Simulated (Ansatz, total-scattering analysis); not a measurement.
**Assigning the peaks of a pair distribution function**

The sample: hydrogen peroxide (22 H2O2; O 50.0, H 50.0 atom %) at 310 K, fixed volume (mean pressure 1.1 GPa), ρ₀ = 0.1020 Å⁻³. The data come from ab initio molecular dynamics with Ansatz (PBE, plane waves, PAW default files, Langevin thermostat, no spin, fixed volume, H with the mass of D). The average runs over 0.85 ps of 88 atoms, so shells between rare elements are rough. Mean temperature 320 K, largest m.s.d. 0.84 Å², energy drift +1 meV an atom (last third less first, no steady trend), Langevin friction 10 ps⁻¹; the first quarter of the run is discarded. Start: last frame of a classical run of this cell at the same density and temperature. So short a stretch relaxes bonds and nearest shells but still remembers its start. It is a liquid as far as so short a run tells.

The totals are in Faber–Ziman form. Below 4 Å⁻¹ the partials are summed on the cell's own reciprocal vectors (from 0.66 Å⁻¹) and folded with a Gaussian of σ = 0.14 Å⁻¹; above it they are transforms of g(r) out to 6.5 Å, tapered over the last 40 %. The fold lowers sharp peaks, and with so few vectors their positions are good to about 0.1 Å⁻¹. X-rays take neutral-atom form factors, neutrons coherent lengths (O 5.8037, H 6.6681 fm). Hydrogen is taken as deuterium. G(r) = 4πrρ₀[g(r) − 1] carries the resolution of a Lorch-windowed transform up to 20 Å⁻¹. The patterns are simulated, not measured. The cell is small: beyond half the box only the part of each shell inside it is counted, and low-Q values rest on few vectors.

X-ray, Q (Å⁻¹) and value: 0.6 -0.44, 0.9 -0.50, 1.2 -0.30, 1.5 0.09, 1.8 1.42, 2.1 2.12, 2.4 1.55, 2.7 0.95, 3.0 0.42, 3.3 0.40, 3.6 0.47, 3.9 0.71, 4.2 0.97, 4.5 1.19, 4.8 1.30, 5.1 1.28, 5.4 1.18, 5.7 1.07, 6.0 1.02, 6.3 1.00, 6.6 0.97, 6.9 0.92, 7.2 0.89, 7.5 0.89, 7.8 0.89, 8.1 0.88, 8.4 0.92, 8.7 1.00, 9.0 1.08, 9.3 1.13, 9.6 1.15, 9.9 1.14, 10.2 1.10, 10.5 1.02, 10.8 0.96, 11.1 0.93, 11.4 0.90, 11.7 0.90, 12.0 0.91

neutron, Q (Å⁻¹) and value: 0.6 0.18, 0.9 0.13, 1.2 0.30, 1.5 0.60, 1.8 1.36, 2.1 1.69, 2.4 1.15, 2.7 0.98, 3.0 0.83, 3.3 0.89, 3.6 0.89, 3.9 0.92, 4.2 0.92, 4.5 0.90, 4.8 0.87, 5.1 0.85, 5.4 0.83, 5.7 0.85, 6.0 0.90, 6.3 0.98, 6.6 1.03, 6.9 1.07, 7.2 1.10, 7.5 1.14, 7.8 1.15, 8.1 1.13, 8.4 1.09, 8.7 1.05, 9.0 1.02, 9.3 1.00, 9.6 0.98, 9.9 0.98, 10.2 0.98, 10.5 0.97, 10.8 0.94, 11.1 0.93, 11.4 0.92, 11.7 0.91, 12.0 0.91

G(r):

X-ray, r (Å) and value: 0.6 -0.59, 0.7 -0.59, 0.8 -0.66, 0.9 -0.65, 1.0 -0.69, 1.1 -1.10, 1.2 -1.18, 1.3 0.24, 1.4 2.40, 1.5 2.74, 1.6 0.60, 1.7 -1.54, 1.8 -2.07, 1.9 -1.90, 2.0 -2.03, 2.1 -2.27, 2.2 -2.42, 2.3 -2.59, 2.4 -2.55, 2.5 -2.01, 2.6 -1.03, 2.7 -0.04, 2.8 0.59, 2.9 0.88, 3.0 1.05, 3.1 1.25, 3.2 1.36, 3.3 1.36, 3.4 1.33, 3.5 1.28, 3.6 1.12, 3.7 0.97, 3.8 0.92, 3.9 0.84, 4.0 0.68, 4.1 0.56, 4.2 0.48, 4.3 0.32, 4.4 0.06, 4.5 -0.18, 4.6 -0.36, 4.7 -0.53, 4.8 -0.67, 4.9 -0.70, 5.0 -0.56, 5.1 -0.35, 5.2 -0.30, 5.3 -0.50, 5.4 -0.75, 5.5 -0.77, 5.6 -0.52, 5.7 -0.22, 5.8 -0.01

neutron, r (Å) and value: 0.6 -0.79, 0.7 -1.01, 0.8 -0.23, 0.9 1.52, 1.0 2.34, 1.1 1.09, 1.2 -0.83, 1.3 -1.38, 1.4 -0.79, 1.5 -0.58, 1.6 -0.98, 1.7 -0.98, 1.8 -0.28, 1.9 0.20, 2.0 -0.18, 2.1 -0.93, 2.2 -1.23, 2.3 -1.05, 2.4 -0.82, 2.5 -0.73, 2.6 -0.64, 2.7 -0.47, 2.8 -0.31, 2.9 -0.13, 3.0 0.08, 3.1 0.28, 3.2 0.46, 3.3 0.61, 3.4 0.67, 3.5 0.66, 3.6 0.61, 3.7 0.61, 3.8 0.64, 3.9 0.63, 4.0 0.56, 4.1 0.49, 4.2 0.46, 4.3 0.39, 4.4 0.24, 4.5 0.04, 4.6 -0.12, 4.7 -0.20, 4.8 -0.21, 4.9 -0.18, 5.0 -0.17, 5.1 -0.20, 5.2 -0.29, 5.3 -0.42, 5.4 -0.50, 5.5 -0.50, 5.6 -0.45, 5.7 -0.41, 5.8 -0.30

**Question.** Which pairs make the maxima of G(r) below 4.5 Å, and what can the data say of the number of neighbours?

Each pair enters with the weight ci cj fi fj (2 − δij)/⟨f⟩², taking f = Z for X-rays at Q = 0: O–O 0.79 / 0.22; O–H 0.20 / 0.50; H–H 0.01 / 0.29 (X-ray / neutron).

| radiation | maximum (Å) | G (Å⁻²) | pairs that make it (share of the curvature of G, each pair at the same resolution) |
| --- | --- | --- | --- |
| X-ray | 1.46 | 2.97 | O–O 100 % |
| X-ray | 3.24 | 1.37 | O–O 95 % |
| neutron | 0.99 | 2.40 | O–H 97 % |
| neutron | 1.47 | -0.55 | O–O 80 % |
| neutron | 1.91 | 0.20 | O–H 94 % |
| neutron | 3.42 | 0.68 | O–H 69 %, O–O 16 %, H–H 16 % |

The first neutron peak is mostly one pair, so its area estimates the neighbours: ∫ r [G + 4πρ₀r] dr from 0.54 to 1.26 Å is 1.00, and times c(H)/weight = 0.500/0.498 gives 1.0 H around each O; the count from the coordinates is 1.00.

From the coordinates:

| pair | first peak (Å) | g there | first minimum (Å) | g there | neighbours | kind |
| --- | --- | --- | --- | --- | --- | --- |
| O–H | 0.99 | 17.8 | 1.26 | 0.00 | 1.0 H per O, 1.0 O per H | within molecules |
| O–O | 1.46 | 6.9 | 1.88 | 0.00 | 1.0 | within molecules |
| H–H | 2.41 | 1.8 | 2.85 | 1.00 | 4.0 | 33 % within molecules at the peak |

Distances within molecules give the sharpest pair functions, and with hydrogen they rule the neutron S(Q) at high Q: O–H 0.99 Å and O–O 1.46 Å (first peaks only). On the last frame 98 % of the H on O, N or F point at an acceptor of another molecule or at an anion within hydrogen-bond range (2.35 Å to O, N, F; 2.85 Å to Cl, Br, I).
